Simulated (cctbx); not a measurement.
## A disordered crystal of nominal CsMgC3S6

Cell a = 6.1830 Å, b = 6.1830 Å, c = 6.1830 Å, α = 90.00°, β = 90.00°, γ = 90.00°; space group Pm-3 (no. 200); nominal formula CsMgC3S6.

The data are simulated with cctbx, not measured: Mo Kα, λ = 0.71073 Å, to d = 0.77 Å, 95 % of the full sphere, strongest reflection 20000 counts, noise from counting, a 3 % proportional error and a noise floor of 15 counts (s.d.); no absorption.

With every site full:

```text
Rint 0.028, 117 unique reflections to 0.77 A
cycle     R1     wR2    GooF  max shift (A)
   1  0.1170  0.2457  23.873   0.00080
   2  0.0074  0.0173   1.679   0.00000
final R1 0.0074 wR2 0.0173 GooF 1.679  parameters 9  data/parameter 13.0
atom        x        y        z      Ueq    occ   su(xyz)  su(Uiso or U11)
Cs1    0.00000  0.00000  0.00000   0.0056  1.000  0.00000  0.0001
S1     0.76437  0.50000  0.00000   0.0117  1.000  0.00008  0.0002
Mg1    0.50000  0.50000  0.50000   0.0123  1.000  0.00000  0.0003
C2     0.50000  0.50000  0.00000   0.0019  1.000  0.00000  0.0010
difference map: max 0.35 min -0.30 rms 0.06
Q1    0.0000  0.5000  0.5000    3    0.35  0.00 A from C2
Q2    0.0000  0.0000  0.0000    1    0.22  0.00 A from Cs1
Q3    0.3913  0.5000  0.5000    6    0.13  0.67 A from Mg1
Q4    0.1910  0.5000  0.3932   12    0.11  1.35 A from C2
Q5    0.2335  0.3136  0.3252   24    0.10  1.87 A from S1
Q6    0.0000  0.5000  0.3036    6    0.10  1.21 A from C2
```

With the occupancies of the suspect sites free, each still typed as its main element:

```text
Rint 0.028, 117 unique reflections to 0.77 A
cycle     R1     wR2    GooF  max shift (A)
   1  0.0585  0.1325  12.998   0.00007
  10  0.0046  0.0100   0.982   0.00001
final R1 0.0046 wR2 0.0100 GooF 0.978  parameters 11  data/parameter 10.6
atom        x        y        z      Ueq    occ   su(xyz)  su(Uiso or U11)
Cs1    0.00000  0.00000  0.00000   0.0057  1.000  0.00000  0.0001
S1     0.76441  0.50000  0.00000   0.0108  0.979  0.00005  0.0002
Mg1    0.50000  0.50000  0.50000   0.0124  1.000  0.00000  0.0002
C2     0.50000  0.50000  0.00000   0.0061  1.103  0.00000  0.0007
su of occupancy S1: 0.002
su of occupancy C2: 0.010
difference map: max 0.18 min -0.13 rms 0.03
Q1    0.0000  0.0000  0.0000    1    0.18  0.00 A from Cs1
Q2    0.3982  0.5000  0.5000    6    0.10  0.63 A from Mg1
Q3    0.1900  0.5000  0.3921   12    0.10  1.35 A from C2
Q4    0.1654  0.1654  0.1654    8    0.09  1.77 A from Cs1
Q5    0.0000  0.1371  0.1772   12    0.09  1.39 A from Cs1
Q6    0.2308  0.3239  0.3320   24    0.09  1.85 A from S1
```

**Question.** What is the disorder?

X-rays count electrons. S1 refines to 0.979(0.002), or 15.7 electrons; the site truly holds 0.975 S and 0.025 C, 15.8 electrons, which is 0.984 of S; C2 refines to 1.103(0.010), or 6.6 electrons; the site truly holds 0.95 C and 0.05 S, 6.5 electrons, which is 1.083 of C. A value under 1 can't tell vacancies from a lighter guest, and one over 1 needs a heavier guest; chemistry or a second radiation must settle which. Occupancy correlates with U and the scale, and the two elements' form factors differ in shape, so the match is approximate.

Freeing them takes R1 from 0.0074 to 0.0046 and GooF from 1.68 to 0.98.

The model is made up (kin elements in a known structure type, no relaxation), so it says nothing on whether the phase exists.

[Middle refinement cycles are left out of these outputs.]

[Logs are printed without paths, hosts, clocks, repeated set-up lines and the standing remarks that a program may print on its own settings, such as how far it seeks lower states.]
